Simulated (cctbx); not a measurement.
# What is wrong with this refinement?

Cell a = 8.6590 Å, b = 8.6590 Å, c = 4.1240 Å, α = 90.00°, β = 90.00°, γ = 120.00°; space group P6/mmm (no. 191). The compound is In9Ir2Pb.

Simulated single-crystal data (cctbx): Mo Kα, λ = 0.71073 Å, to d = 0.75 Å, 70 % of the full sphere, strongest reflection 70000 counts, noise from counting, a 6 % proportional error and a noise floor of 2 counts (s.d.); no absorption.

An anisotropic refinement with weights 1/σ² prints:

```text
Rint 0.037, 14 unique reflections to 2.06 A
cycle     R1     wR2    GooF  max shift (A)
   1  0.0131  0.0244   1.827   0.00455
   2  0.0068  0.0091   0.680   0.00000
final R1 0.0068 wR2 0.0091 GooF 0.680  parameters 11  data/parameter 1.3
atom        x        y        z      Ueq    occ   su(xyz)  su(Uiso or U11)
Pb1    0.00000  0.00000  0.00000   0.0169  1.000  0.00000  0.0057
Ir1    0.33333  0.66667  0.00000   0.0147  1.000  0.00000  0.0061
In1    0.50000  0.50000  0.00000   0.0176  1.000  0.00000  0.0068
In2    0.20415  0.79585  0.50000   0.0143  1.000  0.00033  0.0041
difference map: max 0.23 min -0.11 rms 0.06
Q1    0.0000  0.0000  0.5000    1    0.24  2.06 A from Pb1
Q2    0.3333  0.6667  0.5000    2    0.22  1.94 A from In2
Q3    0.1675  0.3349  0.0000    6    0.21  2.13 A from In2
Q4    0.0000  0.5000  0.5000    3    0.20  2.06 A from In1
Q5    0.3333  0.6667  0.0000    2    0.12  0.00 A from Ir1
Q6    0.0000  0.0000  0.0000    1    0.12  0.00 A from Pb1
```

**Question.** Can this result stand? If not, what is the likely fault?

Mend it. The fault: data cut at low resolution. Against the right model at the same level, R1 goes from 0.0106 to 0.0068 and GooF from 0.92 to 0.68. The atoms are right, but there are too few data for the parameters: R1 flatters and the s.u.s grow. Data per parameter fall from 14.9 to 1.3.

The compound is In9Ir2Pb. The right model at the same level gives:

```text
Rint 0.049, 164 unique reflections to 0.75 A
cycle     R1     wR2    GooF  max shift (A)
   1  0.0260  0.1032   4.490   0.00069
   2  0.0106  0.0211   0.917   0.00000
final R1 0.0106 wR2 0.0211 GooF 0.917  parameters 11  data/parameter 14.9
atom        x        y        z      Ueq    occ   su(xyz)  su(Uiso or U11)
Pb1    0.00000  0.00000  0.00000   0.0102  1.000  0.00000  0.0001
Ir1    0.33333  0.66667  0.00000   0.0073  1.000  0.00000  0.0001
In1    0.50000  0.50000  0.00000   0.0132  1.000  0.00000  0.0002
In2    0.20450  0.79550  0.50000   0.0093  1.000  0.00001  0.0001
difference map: max 0.73 min -0.81 rms 0.22
Q1    0.0000  0.0000  0.5000    1    0.73  2.06 A from Pb1
Q2    0.1968  0.5324  0.5000   12    0.71  1.10 A from In2
Q3    0.2995  0.5990  0.0000    6    0.66  0.51 A from Ir1
Q4    0.1122  0.5123  0.0000   12    0.66  0.92 A from In1
Q5    0.3333  0.6667  0.5000    2    0.60  1.93 A from In2
Q6    0.0000  0.4516  0.1980   12    0.59  0.92 A from In1
```

Isotropic U is held between 0.0001 and 1 Å² by the program, and listed peak heights are interpolated, so they can pass the grid's maximum.

The model is made up (kin elements in a known structure type, no relaxation), so it says nothing on whether the phase exists.

[Middle refinement cycles are left out of these outputs.]

[Logs are printed without paths, hosts, clocks, repeated set-up lines and the standing remarks that a program may print on its own settings, such as how far it seeks lower states.]
